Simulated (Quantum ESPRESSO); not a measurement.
# SrFeO3: cost and accuracy of the plane-wave cutoff, part 2 of 3

Wanted: the cheapest choice of the plane-wave cutoff that holds the magnetic results of SrFeO3.

Quantum ESPRESSO 7.5; LDA with U = 4.5 eV on Fe d (ortho-atomic projectors); plane waves with GBRV 1.5 LDA potentials, no spin-orbit coupling (settings of the first rung).

So far, largest spin moment in the atom's sphere (μB): step 2 (rung 1, start ferro +) 3.26; step 3 (rung 1, start antiferro q=(0,1/2,1/2) +-) 3.16; step 4 (rung 2, start ferro +) 3.46.

## Step 5: Rung 2, start antiferro q=(0,1/2,1/2) +-

Contents of pw.in:

```
&CONTROL
  calculation = 'scf'
  prefix = 'pwscf'
  outdir = './tmp'
  pseudo_dir = './pseudo'
  disk_io = 'nowf'
  tprnfor = .true.
  tstress = .true.
/
&SYSTEM
  ibrav = 0
  nat = 10
  ntyp = 4
  ecutwfc = 24
  ecutrho = 168
  nbnd = 58
  occupations = 'smearing'
  smearing = 'fd'
  degauss = 0.00734986
  nspin = 2
  starting_magnetization(1) = 0
  starting_magnetization(2) = 0.25
  starting_magnetization(3) = -0.25
  starting_magnetization(4) = 0
/
&ELECTRONS
  conv_thr = 2d-08
  electron_maxstep = 150
  mixing_beta = 0.3
/
ATOMIC_SPECIES
Sr     87.6200 sr_lda_v1.uspp.F.UPF
Fe1    55.8450 fe_lda_v1.5.uspp.F.UPF
Fe2    55.8450 fe_lda_v1.5.uspp.F.UPF
O      15.9990 o_lda_v1.2.uspp.F.UPF
CELL_PARAMETERS bohr
   7.2354094515    0.0000000000    0.0000000000
   0.0000000000   14.4708189031    0.0000000000
   0.0000000000    7.2354094515    7.2354094515
ATOMIC_POSITIONS crystal
Sr      0.0000000000    0.0000000000    0.0000000000
Sr      0.0000000000    0.5000000000    0.0000000000
Fe1     0.5000000000    0.0000000000    0.5000000000
Fe2     0.5000000000    0.5000000000    0.5000000000
O       0.0000000000    0.0000000000    0.5000000000
O       0.0000000000    0.5000000000    0.5000000000
O       0.5000000000    0.7500000000    0.5000000000
O       0.5000000000    0.2500000000    0.5000000000
O       0.5000000000    0.2500000000    0.0000000000
O       0.5000000000    0.7500000000    0.0000000000
K_POINTS automatic
6 3 6 0 0 0
HUBBARD {ortho-atomic}
U Fe1-3d 4.5000
U Fe2-3d 4.5000
```

The run is started by

```
> OMP_NUM_THREADS=1 mpirun -n 2 pw.x -nk 2 -in pw.in > pw.out
```

Log:

```text
     [... lines left out ...]
Program PWSCF v.7.5 starts
     [... lines left out ...]
     number of atoms/cell      =           10
     [... lines left out ...]
     number of electrons       =        88.00
     number of Kohn-Sham states=           58
     kinetic-energy cutoff     =      24.0000  Ry
     charge density cutoff     =     168.0000  Ry
     scf convergence threshold =      2.0E-08
     [... lines left out ...]
     16 Sym. Ops., with inversion, found ( 8 have fractional translation)
     [... lines left out ...]
     number of k points=    24  Fermi-Dirac smearing, width (Ry)=  0.0073
     [... lines left out ...]
     iteration # 14     ecut=    24.00 Ry     beta= 0.30
     [... lines left out ...]
     Magnetic moment per site  (integrated on atomic sphere of radius R)
     atom   1 (R=0.292)  charge=  7.5279  magn= -0.0000
     atom   2 (R=0.292)  charge=  7.5279  magn=  0.0000
     atom   3 (R=0.206)  charge= 12.8931  magn=  3.4065
     atom   4 (R=0.206)  charge= 12.8931  magn= -3.4065
     atom   5 (R=0.206)  charge=  5.2578  magn=  0.0711
     atom   6 (R=0.206)  charge=  5.2577  magn= -0.0711
     atom   7 (R=0.206)  charge=  5.2578  magn= -0.0000
     atom   8 (R=0.206)  charge=  5.2578  magn= -0.0000
     atom   9 (R=0.206)  charge=  5.2567  magn= -0.0000
     atom  10 (R=0.206)  charge=  5.2567  magn= -0.0000
     [... lines left out ...]
     Tr[ns(  3)] (up, down, total) =   4.75526  1.08245  5.83771
     [... lines left out ...]
     Tr[ns(  4)] (up, down, total) =   1.08246  4.75525  5.83771
     [... lines left out ...]
     the Fermi energy is    10.2259 ev
!    total energy              =    -834.03200780 Ry
     estimated scf accuracy    <          5.8E-09 Ry
     smearing contrib. (-TS)   =      -0.00864973 Ry
     [... lines left out ...]
     total magnetization       =    -0.00 Bohr mag/cell
     absolute magnetization    =     7.85 Bohr mag/cell
     convergence has been achieved in  14 iterations
     [... lines left out ...]
     Total force =     0.000001     Total SCF correction =     0.000015
     [... lines left out ...]
          total   stress  (Ry/bohr**3)                   (kbar)     P=    -1065.96
     [... lines left out ...]
```

Elapsed: 66 s, on 2 MPI ranks of Intel Xeon 6975P-C (Granite Rapids), shared host; peak memory 0.35 GiB; 2.2 min of CPU time.

Read from the output:

```
magnetization  : 0 μB
final state    : antiferromagnetic
largest moment : 3.406 μB
```

## Step 6: Rung 3, start ferro +

Contents of pw.in:

```
&CONTROL
  calculation = 'scf'
  prefix = 'pwscf'
  outdir = './tmp'
  pseudo_dir = './pseudo'
  disk_io = 'nowf'
  tprnfor = .true.
  tstress = .true.
/
&SYSTEM
  ibrav = 0
  nat = 5
  ntyp = 3
  ecutwfc = 32
  ecutrho = 224
  nbnd = 33
  occupations = 'smearing'
  smearing = 'fd'
  degauss = 0.00734986
  nspin = 2
  starting_magnetization(1) = 0
  starting_magnetization(2) = 0.25
  starting_magnetization(3) = 0
/
&ELECTRONS
  conv_thr = 1d-08
  electron_maxstep = 150
  mixing_beta = 0.3
/
ATOMIC_SPECIES
Sr     87.6200 sr_lda_v1.uspp.F.UPF
Fe     55.8450 fe_lda_v1.5.uspp.F.UPF
O      15.9990 o_lda_v1.2.uspp.F.UPF
CELL_PARAMETERS bohr
   7.2354094515    0.0000000000    0.0000000000
   0.0000000000    7.2354094515    0.0000000000
   0.0000000000    0.0000000000    7.2354094515
ATOMIC_POSITIONS crystal
Sr      0.0000000000    0.0000000000    0.0000000000
Fe      0.5000000000    0.5000000000    0.5000000000
O       0.0000000000    0.5000000000    0.5000000000
O       0.5000000000    0.0000000000    0.5000000000
O       0.5000000000    0.5000000000    0.0000000000
K_POINTS automatic
6 6 6 0 0 0
HUBBARD {ortho-atomic}
U Fe-3d 4.5000
```

Log:

```text
     [... lines left out ...]
Program PWSCF v.7.5 starts
     [... lines left out ...]
     number of atoms/cell      =            5
     [... lines left out ...]
     number of electrons       =        44.00
     number of Kohn-Sham states=           33
     kinetic-energy cutoff     =      32.0000  Ry
     charge density cutoff     =     224.0000  Ry
     scf convergence threshold =      1.0E-08
     [... lines left out ...]
     48 Sym. Ops., with inversion, found
     [... lines left out ...]
     number of k points=    20  Fermi-Dirac smearing, width (Ry)=  0.0073
     [... lines left out ...]
     iteration # 13     ecut=    32.00 Ry     beta= 0.30
     [... lines left out ...]
     Magnetic moment per site  (integrated on atomic sphere of radius R)
     atom   1 (R=0.292)  charge=  7.5293  magn=  0.0078
     atom   2 (R=0.206)  charge= 12.8024  magn=  3.4410
     atom   3 (R=0.206)  charge=  5.2526  magn=  0.0872
     atom   4 (R=0.206)  charge=  5.2526  magn=  0.0872
     atom   5 (R=0.206)  charge=  5.2526  magn=  0.0872
     [... lines left out ...]
     Tr[ns(  2)] (up, down, total) =   4.73846  1.01438  5.75284
     [... lines left out ...]
     the Fermi energy is    10.3289 ev
!    total energy              =    -417.49470194 Ry
     estimated scf accuracy    <          1.7E-09 Ry
     smearing contrib. (-TS)   =      -0.00196692 Ry
     [... lines left out ...]
     total magnetization       =     4.09 Bohr mag/cell
     absolute magnetization    =     4.24 Bohr mag/cell
     convergence has been achieved in  13 iterations
     [... lines left out ...]
     Total force =     0.000000     Total SCF correction =     0.000000
     [... lines left out ...]
          total   stress  (Ry/bohr**3)                   (kbar)     P=     -109.04
     [... lines left out ...]
```

It took 18 s on 2 MPI ranks; peak memory 0.24 GiB.

Read from the output:

| Item | Value |
| --- | --- |
| magnetization | 4.086 μB |
| final state | ferromagnetic |
| largest moment | 3.441 μB |

## Step 7: Rung 3, start antiferro q=(0,1/2,1/2) +-

Contents of pw.in:

```
&CONTROL
  calculation = 'scf'
  prefix = 'pwscf'
  outdir = './tmp'
  pseudo_dir = './pseudo'
  disk_io = 'nowf'
  tprnfor = .true.
  tstress = .true.
/
&SYSTEM
  ibrav = 0
  nat = 10
  ntyp = 4
  ecutwfc = 32
  ecutrho = 224
  nbnd = 58
  occupations = 'smearing'
  smearing = 'fd'
  degauss = 0.00734986
  nspin = 2
  starting_magnetization(1) = 0
  starting_magnetization(2) = 0.25
  starting_magnetization(3) = -0.25
  starting_magnetization(4) = 0
/
&ELECTRONS
  conv_thr = 2d-08
  electron_maxstep = 150
  mixing_beta = 0.3
/
ATOMIC_SPECIES
Sr     87.6200 sr_lda_v1.uspp.F.UPF
Fe1    55.8450 fe_lda_v1.5.uspp.F.UPF
Fe2    55.8450 fe_lda_v1.5.uspp.F.UPF
O      15.9990 o_lda_v1.2.uspp.F.UPF
CELL_PARAMETERS bohr
   7.2354094515    0.0000000000    0.0000000000
   0.0000000000   14.4708189031    0.0000000000
   0.0000000000    7.2354094515    7.2354094515
ATOMIC_POSITIONS crystal
Sr      0.0000000000    0.0000000000    0.0000000000
Sr      0.0000000000    0.5000000000    0.0000000000
Fe1     0.5000000000    0.0000000000    0.5000000000
Fe2     0.5000000000    0.5000000000    0.5000000000
O       0.0000000000    0.0000000000    0.5000000000
O       0.0000000000    0.5000000000    0.5000000000
O       0.5000000000    0.7500000000    0.5000000000
O       0.5000000000    0.2500000000    0.5000000000
O       0.5000000000    0.2500000000    0.0000000000
O       0.5000000000    0.7500000000    0.0000000000
K_POINTS automatic
6 3 6 0 0 0
HUBBARD {ortho-atomic}
U Fe1-3d 4.5000
U Fe2-3d 4.5000
```

Log:

```text
     [... lines left out ...]
Program PWSCF v.7.5 starts
     [... lines left out ...]
     number of atoms/cell      =           10
     [... lines left out ...]
     number of electrons       =        88.00
     number of Kohn-Sham states=           58
     kinetic-energy cutoff     =      32.0000  Ry
     charge density cutoff     =     224.0000  Ry
     scf convergence threshold =      2.0E-08
     [... lines left out ...]
     16 Sym. Ops., with inversion, found ( 8 have fractional translation)
     [... lines left out ...]
     number of k points=    24  Fermi-Dirac smearing, width (Ry)=  0.0073
     [... lines left out ...]
     iteration # 13     ecut=    32.00 Ry     beta= 0.30
     [... lines left out ...]
     Magnetic moment per site  (integrated on atomic sphere of radius R)
     atom   1 (R=0.292)  charge=  7.5288  magn=  0.0000
     atom   2 (R=0.292)  charge=  7.5288  magn=  0.0000
     atom   3 (R=0.206)  charge= 12.8196  magn=  3.3712
     atom   4 (R=0.206)  charge= 12.8195  magn= -3.3712
     atom   5 (R=0.206)  charge=  5.2473  magn=  0.0632
     atom   6 (R=0.206)  charge=  5.2474  magn= -0.0632
     atom   7 (R=0.206)  charge=  5.2469  magn=  0.0000
     atom   8 (R=0.206)  charge=  5.2469  magn=  0.0000
     atom   9 (R=0.206)  charge=  5.2467  magn=  0.0000
     atom  10 (R=0.206)  charge=  5.2467  magn=  0.0000
     [... lines left out ...]
     Tr[ns(  3)] (up, down, total) =   4.72145  1.06354  5.78499
     [... lines left out ...]
     Tr[ns(  4)] (up, down, total) =   1.06353  4.72145  5.78498
     [... lines left out ...]
     the Fermi energy is    10.2592 ev
!    total energy              =    -834.96352472 Ry
     estimated scf accuracy    <       0.00000001 Ry
     smearing contrib. (-TS)   =      -0.00744905 Ry
     [... lines left out ...]
     total magnetization       =     0.00 Bohr mag/cell
     absolute magnetization    =     7.79 Bohr mag/cell
     convergence has been achieved in  13 iterations
     [... lines left out ...]
     Total force =     0.000004     Total SCF correction =     0.000051
     [... lines left out ...]
          total   stress  (Ry/bohr**3)                   (kbar)     P=     -103.86
     [... lines left out ...]
```

The job ended after 99 s (2 MPI ranks; peak memory 0.49 GiB).

Numbers from this step:

```yaml
magnetization: 0 μB
final_state: antiferromagnetic
largest_moment: 3.371 μB
```

## Step 8: Rung 4, start ferro +

Contents of pw.in:

```
&CONTROL
  calculation = 'scf'
  prefix = 'pwscf'
  outdir = './tmp'
  pseudo_dir = './pseudo'
  disk_io = 'nowf'
  tprnfor = .true.
  tstress = .true.
/
&SYSTEM
  ibrav = 0
  nat = 5
  ntyp = 3
  ecutwfc = 40
  ecutrho = 280
  nbnd = 33
  occupations = 'smearing'
  smearing = 'fd'
  degauss = 0.00734986
  nspin = 2
  starting_magnetization(1) = 0
  starting_magnetization(2) = 0.25
  starting_magnetization(3) = 0
/
&ELECTRONS
  conv_thr = 1d-08
  electron_maxstep = 150
  mixing_beta = 0.3
/
ATOMIC_SPECIES
Sr     87.6200 sr_lda_v1.uspp.F.UPF
Fe     55.8450 fe_lda_v1.5.uspp.F.UPF
O      15.9990 o_lda_v1.2.uspp.F.UPF
CELL_PARAMETERS bohr
   7.2354094515    0.0000000000    0.0000000000
   0.0000000000    7.2354094515    0.0000000000
   0.0000000000    0.0000000000    7.2354094515
ATOMIC_POSITIONS crystal
Sr      0.0000000000    0.0000000000    0.0000000000
Fe      0.5000000000    0.5000000000    0.5000000000
O       0.0000000000    0.5000000000    0.5000000000
O       0.5000000000    0.0000000000    0.5000000000
O       0.5000000000    0.5000000000    0.0000000000
K_POINTS automatic
6 6 6 0 0 0
HUBBARD {ortho-atomic}
U Fe-3d 4.5000
```

Log:

```text
     [... lines left out ...]
Program PWSCF v.7.5 starts
     [... lines left out ...]
     number of atoms/cell      =            5
     [... lines left out ...]
     number of electrons       =        44.00
     number of Kohn-Sham states=           33
     kinetic-energy cutoff     =      40.0000  Ry
     charge density cutoff     =     280.0000  Ry
     scf convergence threshold =      1.0E-08
     [... lines left out ...]
     48 Sym. Ops., with inversion, found
     [... lines left out ...]
     number of k points=    20  Fermi-Dirac smearing, width (Ry)=  0.0073
     [... lines left out ...]
     iteration # 13     ecut=    40.00 Ry     beta= 0.30
     [... lines left out ...]
     Magnetic moment per site  (integrated on atomic sphere of radius R)
     atom   1 (R=0.292)  charge=  7.5287  magn=  0.0078
     atom   2 (R=0.206)  charge= 12.7961  magn=  3.4397
     atom   3 (R=0.206)  charge=  5.2521  magn=  0.0865
     atom   4 (R=0.206)  charge=  5.2521  magn=  0.0865
     atom   5 (R=0.206)  charge=  5.2521  magn=  0.0865
     [... lines left out ...]
     Tr[ns(  2)] (up, down, total) =   4.73776  1.01229  5.75005
     [... lines left out ...]
     the Fermi energy is    10.3329 ev
!    total energy              =    -417.51284367 Ry
     estimated scf accuracy    <          2.9E-09 Ry
     smearing contrib. (-TS)   =      -0.00196166 Ry
     [... lines left out ...]
     total magnetization       =     4.08 Bohr mag/cell
     absolute magnetization    =     4.24 Bohr mag/cell
     convergence has been achieved in  13 iterations
     [... lines left out ...]
     Total force =     0.000000     Total SCF correction =     0.000000
     [... lines left out ...]
          total   stress  (Ry/bohr**3)                   (kbar)     P=      -36.28
     [... lines left out ...]
```

Elapsed: 22 s, on 2 MPI ranks; peak memory 0.31 GiB; 44 s of CPU time.

Read from the output:

| Property | Result |
| --- | --- |
| magnetization | 4.085 μB |
| final state | ferromagnetic |
| largest moment | 3.440 μB |

## Step 9: Rung 4, start antiferro q=(0,1/2,1/2) +-

Contents of pw.in:

```
&CONTROL
  calculation = 'scf'
  prefix = 'pwscf'
  outdir = './tmp'
  pseudo_dir = './pseudo'
  disk_io = 'nowf'
  tprnfor = .true.
  tstress = .true.
/
&SYSTEM
  ibrav = 0
  nat = 10
  ntyp = 4
  ecutwfc = 40
  ecutrho = 280
  nbnd = 58
  occupations = 'smearing'
  smearing = 'fd'
  degauss = 0.00734986
  nspin = 2
  starting_magnetization(1) = 0
  starting_magnetization(2) = 0.25
  starting_magnetization(3) = -0.25
  starting_magnetization(4) = 0
/
&ELECTRONS
  conv_thr = 2d-08
  electron_maxstep = 150
  mixing_beta = 0.3
/
ATOMIC_SPECIES
Sr     87.6200 sr_lda_v1.uspp.F.UPF
Fe1    55.8450 fe_lda_v1.5.uspp.F.UPF
Fe2    55.8450 fe_lda_v1.5.uspp.F.UPF
O      15.9990 o_lda_v1.2.uspp.F.UPF
CELL_PARAMETERS bohr
   7.2354094515    0.0000000000    0.0000000000
   0.0000000000   14.4708189031    0.0000000000
   0.0000000000    7.2354094515    7.2354094515
ATOMIC_POSITIONS crystal
Sr      0.0000000000    0.0000000000    0.0000000000
Sr      0.0000000000    0.5000000000    0.0000000000
Fe1     0.5000000000    0.0000000000    0.5000000000
Fe2     0.5000000000    0.5000000000    0.5000000000
O       0.0000000000    0.0000000000    0.5000000000
O       0.0000000000    0.5000000000    0.5000000000
O       0.5000000000    0.7500000000    0.5000000000
O       0.5000000000    0.2500000000    0.5000000000
O       0.5000000000    0.2500000000    0.0000000000
O       0.5000000000    0.7500000000    0.0000000000
K_POINTS automatic
6 3 6 0 0 0
HUBBARD {ortho-atomic}
U Fe1-3d 4.5000
U Fe2-3d 4.5000
```

Log:

```text
     [... lines left out ...]
Program PWSCF v.7.5 starts
     [... lines left out ...]
     number of atoms/cell      =           10
     [... lines left out ...]
     number of electrons       =        88.00
     number of Kohn-Sham states=           58
     kinetic-energy cutoff     =      40.0000  Ry
     charge density cutoff     =     280.0000  Ry
     scf convergence threshold =      2.0E-08
     [... lines left out ...]
     16 Sym. Ops., with inversion, found ( 8 have fractional translation)
     [... lines left out ...]
     number of k points=    24  Fermi-Dirac smearing, width (Ry)=  0.0073
     [... lines left out ...]
     iteration # 14     ecut=    40.00 Ry     beta= 0.30
     [... lines left out ...]
     Magnetic moment per site  (integrated on atomic sphere of radius R)
     atom   1 (R=0.292)  charge=  7.5285  magn=  0.0000
     atom   2 (R=0.292)  charge=  7.5285  magn= -0.0000
     atom   3 (R=0.206)  charge= 12.8150  magn=  3.3703
     atom   4 (R=0.206)  charge= 12.8150  magn= -3.3703
     atom   5 (R=0.206)  charge=  5.2487  magn=  0.0627
     atom   6 (R=0.206)  charge=  5.2487  magn= -0.0627
     atom   7 (R=0.206)  charge=  5.2480  magn= -0.0000
     atom   8 (R=0.206)  charge=  5.2480  magn= -0.0000
     atom   9 (R=0.206)  charge=  5.2481  magn= -0.0000
     atom  10 (R=0.206)  charge=  5.2481  magn= -0.0000
     [... lines left out ...]
     Tr[ns(  3)] (up, down, total) =   4.72054  1.06166  5.78219
     [... lines left out ...]
     Tr[ns(  4)] (up, down, total) =   1.06166  4.72054  5.78219
     [... lines left out ...]
     the Fermi energy is    10.2647 ev
!    total energy              =    -834.99965944 Ry
     estimated scf accuracy    <          8.8E-09 Ry
     smearing contrib. (-TS)   =      -0.00740713 Ry
     [... lines left out ...]
     total magnetization       =     0.00 Bohr mag/cell
     absolute magnetization    =     7.80 Bohr mag/cell
     convergence has been achieved in  14 iterations
     [... lines left out ...]
     Total force =     0.000002     Total SCF correction =     0.000019
     [... lines left out ...]
          total   stress  (Ry/bohr**3)                   (kbar)     P=      -31.52
     [... lines left out ...]
```

The job ended after 2.5 min (2 MPI ranks; peak memory 0.52 GiB).

This step gave:

| Item | Value |
| --- | --- |
| magnetization | 0 μB |
| final state | antiferromagnetic |
| largest moment | 3.370 μB |

(Part 2 of 3 ends here.)

[Long decimals in the printed logs are rounded to 6 places.]

[Logs and program files are shortened in this print: banners, set-up blocks, solver, clock and traceback lines can be left out without a mark of their own.]

[Logs are printed without paths, hosts, clocks, repeated set-up lines and the standing remarks that a program may print on its own settings, such as how far it seeks lower states.]

[Hosts, paths, dates, database ids (printed as entryN), source tags and the programs' standing remarks are cut or masked in the printed files.]

[Where the starting crystal was built by hand or by swapping elements, it need not be the compound's stable phase.]

[Where a cell is said to come from a database of computed structures, the database is the Materials Project.]

[Lattice constants that a cell's source calls measured were typed from memory.]
